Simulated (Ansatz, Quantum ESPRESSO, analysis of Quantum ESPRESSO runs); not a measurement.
# Interstitial H in fcc Al, hop from a tetrahedral to the next octahedral site: migration barrier against experiment (Quantum ESPRESSO), part 3 of 3

Aim: the migration barrier of interstitial H in fcc Al, hop from a tetrahedral to the next octahedral site, to be set beside the measurement. Set-up: PBEsol, GBRV 1.5 PBEsol, 32-site cell, PBEsol lattice, k: 3x3x3, start relaxed with Ansatz. The model is a cell of 32 host atoms with 1 H put in. The barrier is the energy of the highest image of a climbing band over the relaxed site that the atom leaves. A local or semilocal functional is the cheapest first rung.

Quantum ESPRESSO 7.5; PBEsol, GBRV 1.5 PBEsol, 32-site cell, PBEsol lattice, k: 3x3x3, start relaxed with Ansatz.

So far: The structure; Relaxation, charge 0.

### Step 4. Nudged elastic band

A band of images joins the two ends; its highest image climbs to the saddle, whose energy over the site left is the barrier.

This step: Quantum ESPRESSO plane-wave DFT, PBEsol, GBRV 1.5 PBEsol potentials; nudged elastic band between two relaxed defect structures.

File neb.in:

```
BEGIN
BEGIN_PATH_INPUT
&PATH
  restart_mode = 'from_scratch'
  string_method = 'neb'
  nstep_path = 45
  ds = 1.5
  opt_scheme = 'broyden'
  num_of_images = 5
  k_max = 0.3
  k_min = 0.2
  CI_scheme = 'auto'
  path_thr = 0.05
/
END_PATH_INPUT
BEGIN_ENGINE_INPUT
&CONTROL
  prefix = 'pwscf'
  outdir = './tmp'
  pseudo_dir = './pseudo'
  disk_io = 'low'
/
&SYSTEM
  ibrav = 0
  nat = 33
  ntyp = 2
  ecutwfc = 45
  ecutrho = 360
  nbnd = 63
  occupations = 'smearing'
  smearing = 'mv'
  degauss = 0.00734986
/
&ELECTRONS
  conv_thr = 3d-08
  electron_maxstep = 100
  mixing_beta = 0.5
/
ATOMIC_SPECIES
Al    26.9815 al_pbesol_v1.uspp.F.UPF
H      1.0080 h_pbesol_v1.4.uspp.F.UPF
CELL_PARAMETERS angstrom
   8.0266502575    0.0000000000    0.0000000000
   0.0000000000    8.0266502575    0.0000000000
   0.0000000000    0.0000000000    8.0266502575
BEGIN_POSITIONS
FIRST_IMAGE
ATOMIC_POSITIONS crystal
Al     0.0003852397    0.0003852397    0.0003852397
Al     0.0009059924    0.2504704251    0.2504704251
Al     0.2504704251    0.0009059924    0.2504704251
Al     0.2504704251    0.2504704251    0.0009059924
Al    -0.0021259704   -0.0021259704    0.5004175002
Al    -0.0021259704    0.2495824998    0.7521259704
Al     0.2495824998   -0.0021259704    0.7521259704
Al     0.2409788114    0.2409788114    0.5090211886
Al    -0.0021259704    0.5004175002   -0.0021259704
Al    -0.0021259704    0.7521259704    0.2495824998
Al     0.2409788114    0.5090211886    0.2409788114
Al     0.2495824998    0.7521259704   -0.0021259704
Al     0.0009059924    0.4995295749    0.4995295749
Al     0.0003852397    0.7496147603    0.7496147603
Al     0.2504704251    0.4995295749    0.7490940076
Al     0.2504704251    0.7490940076    0.4995295749
Al     0.5004175002   -0.0021259704   -0.0021259704
Al     0.5090211886    0.2409788114    0.2409788114
Al     0.7521259704   -0.0021259704    0.2495824998
Al     0.7521259704    0.2495824998   -0.0021259704
Al     0.4995295749    0.0009059924    0.4995295749
Al     0.4995295749    0.2504704251    0.7490940076
Al     0.7496147603    0.0003852397    0.7496147603
Al     0.7490940076    0.2504704251    0.4995295749
Al     0.4995295749    0.4995295749    0.0009059924
Al     0.4995295749    0.7490940076    0.2504704251
Al     0.7490940076    0.4995295749    0.2504704251
Al     0.7496147603    0.7496147603    0.0003852397
Al     0.5090211886    0.5090211886    0.5090211886
Al     0.5004175002    0.7521259704    0.7521259704
Al     0.7521259704    0.5004175002    0.7521259704
Al     0.7521259704    0.7521259704    0.5004175002
H      0.3750000000    0.3750000000    0.3750000000
LAST_IMAGE
ATOMIC_POSITIONS crystal
Al     0.0000981810    0.0000981810    0.0000981810
Al    -0.0057385897    0.2501372298    0.2501372298
[... 5 atom lines left out ...]
Al     0.2501372298    0.2501372298    0.5060130493
[... 2 atom lines left out ...]
Al     0.2501372298    0.5060130493    0.2501372298
[... 1 atom line left out ...]
Al     0.0000981810    0.5001762786    0.5001762786
[... 4 atom lines left out ...]
Al     0.5060130493    0.2501372298    0.2501372298
[... 2 atom lines left out ...]
Al     0.5001762786    0.0000981810    0.5001762786
Al     0.5011960193    0.2501372298    0.7501372298
[... 1 atom line left out ...]
Al     0.7501372298    0.2501372298    0.5011960193
Al     0.5001762786    0.5001762786    0.0000981810
Al     0.5011960193    0.7501372298    0.2501372298
Al     0.7501372298    0.5011960193    0.2501372298
[... 1 atom line left out ...]
Al     0.5001762786    0.5001762786    0.5001762786
[... 3 atom lines left out ...]
H      0.2501372298    0.2501372298    0.2501372298
END_POSITIONS
K_POINTS automatic
3 3 3 0 0 0
END_ENGINE_INPUT
END
```

Started as:

```bash
$ OMP_NUM_THREADS=1 mpirun -n 4 neb.x -ni 2 -inp neb.in > neb.out
```

The log of the run:

```text
[banner, memory and clock lines left out]
          URL

     path-images division:  nimage    =       2

     Parsing file: neb.in

     initial path length           =  3.3160 bohr
     initial inter-image distance  =  0.8290 bohr

     string_method                 =    neb
     restart_mode                  =    from_scratch
     opt_scheme                    =    broyden
     num_of_images                 =    5
     nstep_path                    =    45
     CI_scheme                     =    auto
     first_last_opt                =    F
     use_freezing                  =    F
     ds                            =    1.5000 a.u.
     k_max                         =    0.3000 a.u.
     k_min                         =    0.2000 a.u.
     suggested k_max               =    0.2742 a.u.
     suggested k_min               =    0.1828 a.u.
     path_thr                      =    0.0500 eV / A

     ------------------------------ iteration   1 ------------------------------

     cpu =  0   tcpu =      0.1    self-consistency for image   1
     Message from routine setup:
     using ibrav=0 with symmetry is DISCOURAGED, use correct ibrav instead
     cpu =  0   tcpu =     72.6    self-consistency for image   2
     Message from routine setup:
     using ibrav=0 with symmetry is DISCOURAGED, use correct ibrav instead
     cpu =  0   tcpu =    183.0    self-consistency for image   4
     Message from routine setup:
     using ibrav=0 with symmetry is DISCOURAGED, use correct ibrav instead

     activation energy (->) =   0.229126 eV
     activation energy (<-) =   0.184242 eV

     image        energy (eV)        error (eV/A)        frozen

         1      -2917.2833270            0.008490            T
         2      -2917.1301127            0.642190            F
         3      -2917.0542009            0.526631            F
         4      -2917.1727828            0.550368            F
         5      -2917.2384430            0.015858            T

     climbing image =  3

     path length          =  3.316 bohr
     inter-image distance =  0.829 bohr

     ------------------------------ iteration   2 ------------------------------

     cpu =  0   tcpu =    294.3    self-consistency for image   2
     Message from routine setup:
     using ibrav=0 with symmetry is DISCOURAGED, use correct ibrav instead
     cpu =  0   tcpu =    380.2    self-consistency for image   4
     Message from routine setup:
     using ibrav=0 with symmetry is DISCOURAGED, use correct ibrav instead

     activation energy (->) =   0.209448 eV
     activation energy (<-) =   0.164564 eV

     image        energy (eV)        error (eV/A)        frozen

         1      -2917.2833270            0.008490            T
         2      -2917.1353624            0.314335            F
         3      -2917.0738785            0.404753            F
         4      -2917.1705808            0.239974            F
         5      -2917.2384430            0.015858            T

     climbing image =  3

     path length          =  3.318 bohr
     inter-image distance =  0.829 bohr

     ------------------------------ iteration   3 ------------------------------

     cpu =  0   tcpu =    461.3    self-consistency for image   2
     Message from routine setup:
     using ibrav=0 with symmetry is DISCOURAGED, use correct ibrav instead
     cpu =  0   tcpu =    565.8    self-consistency for image   4
     Message from routine setup:
     using ibrav=0 with symmetry is DISCOURAGED, use correct ibrav instead

     activation energy (->) =   0.186110 eV
     activation energy (<-) =   0.141226 eV

     image        energy (eV)        error (eV/A)        frozen

         1      -2917.2833270            0.008490            T
         2      -2917.1483738            0.162329            F
         3      -2917.0972174            0.191976            F
         4      -2917.1710275            0.127476            F
         5      -2917.2384430            0.015858            T

     climbing image =  3

     path length          =  3.329 bohr
     inter-image distance =  0.832 bohr

     ------------------------------ iteration   4 ------------------------------

     cpu =  0   tcpu =    649.9    self-consistency for image   2
     Message from routine setup:
     using ibrav=0 with symmetry is DISCOURAGED, use correct ibrav instead
     cpu =  0   tcpu =    737.1    self-consistency for image   4
     Message from routine setup:
     using ibrav=0 with symmetry is DISCOURAGED, use correct ibrav instead

     activation energy (->) =   0.181338 eV
     activation energy (<-) =   0.136454 eV

     image        energy (eV)        error (eV/A)        frozen

         1      -2917.2833270            0.008490            T
         2      -2917.1551868            0.106223            F
         3      -2917.1019889            0.127693            F
         4      -2917.1733744            0.093732            F
         5      -2917.2384430            0.015858            T

     climbing image =  3

     path length          =  3.336 bohr
     inter-image distance =  0.834 bohr

     ------------------------------ iteration   5 ------------------------------

     cpu =  0   tcpu =    825.7    self-consistency for image   2
     Message from routine setup:
     using ibrav=0 with symmetry is DISCOURAGED, use correct ibrav instead
     cpu =  0   tcpu =    941.0    self-consistency for image   4
     Message from routine setup:
     using ibrav=0 with symmetry is DISCOURAGED, use correct ibrav instead

     activation energy (->) =   0.175992 eV
     activation energy (<-) =   0.131108 eV

     image        energy (eV)        error (eV/A)        frozen

         1      -2917.2833270            0.008490            T
         2      -2917.1656008            0.063273            F
         3      -2917.1073354            0.035715            F
         4      -2917.1763214            0.034335            F
         5      -2917.2384430            0.015858            T

     climbing image =  3

     path length          =  3.363 bohr
     inter-image distance =  0.841 bohr

     ------------------------------ iteration   6 ------------------------------

     cpu =  0   tcpu =   1038.6    self-consistency for image   2
     Message from routine setup:
     using ibrav=0 with symmetry is DISCOURAGED, use correct ibrav instead
     cpu =  0   tcpu =   1116.7    self-consistency for image   4
     Message from routine setup:
     using ibrav=0 with symmetry is DISCOURAGED, use correct ibrav instead

     activation energy (->) =   0.175435 eV
     activation energy (<-) =   0.130551 eV

     image        energy (eV)        error (eV/A)        frozen

         1      -2917.2833270            0.008490            T
         2      -2917.1661429            0.057104            F
         3      -2917.1078919            0.029981            F
         4      -2917.1762691            0.023125            F
         5      -2917.2384430            0.015858            T

     climbing image =  3

     path length          =  3.361 bohr
     inter-image distance =  0.840 bohr

     ------------------------------ iteration   7 ------------------------------

     cpu =  0   tcpu =   1188.1    self-consistency for image   2
     Message from routine setup:
     using ibrav=0 with symmetry is DISCOURAGED, use correct ibrav instead
     cpu =  0   tcpu =   1284.0    self-consistency for image   4
     Message from routine setup:
     using ibrav=0 with symmetry is DISCOURAGED, use correct ibrav instead

     activation energy (->) =   0.174617 eV
     activation energy (<-) =   0.129733 eV

     image        energy (eV)        error (eV/A)        frozen

         1      -2917.2833270            0.008490            T
         2      -2917.1680036            0.044872            F
         3      -2917.1087103            0.022875            F
         4      -2917.1763857            0.018916            F
         5      -2917.2384430            0.015858            T

     climbing image =  3

     path length          =  3.365 bohr
     inter-image distance =  0.841 bohr

     neb: convergence achieved in   7 iterations
```

Elapsed: 23 min, on 4 MPI ranks of Arm Neoverse V2, shared host; peak memory 1.9 GiB.

The path, image by image:

```
image  path (Å)  energy (eV)     H33: x, y, z (Å)
    0     0.000       0.0000  3.010, 3.010, 3.010
    1     0.479       0.1153  2.741, 2.741, 2.741
    2     0.873       0.1746  2.517, 2.517, 2.517
    3     1.291       0.1069  2.284, 2.284, 2.284
    4     1.781       0.0449  2.008, 2.008, 2.008
```

Numbers from this step:

- barrier forward: 0.1746 eV

### Step 5. Outcome

```
migration barrier (saddle less minimum) : 0.17 eV
energy difference of the two ends       : 0.04 eV
length of the hop                       : 1.74 Å
```

What this shows: Migration barrier: computed 0.17 eV, measured 0.452 eV; 0.28 eV below the measurement. The measured number is an Arrhenius activation energy of long-range diffusion; for H it holds zero-point energy, and trapping at vacancies and dislocations can raise it. One hop between neighbouring sites is computed at the host's lattice. Limits: the periodic copies of the defect are only 8.0 Å apart.

[Logs are printed without paths, hosts, clocks, repeated set-up lines and the standing remarks that a program may print on its own settings, such as how far it seeks lower states.]

[Hosts, paths, dates, database ids (printed as entryN), source tags and the programs' standing remarks are cut or masked in the printed files.]

[For some hosts the program warned that the k-mesh of the response run may be too coarse for force constants and the static dielectric constant; such warnings are not shown here.]
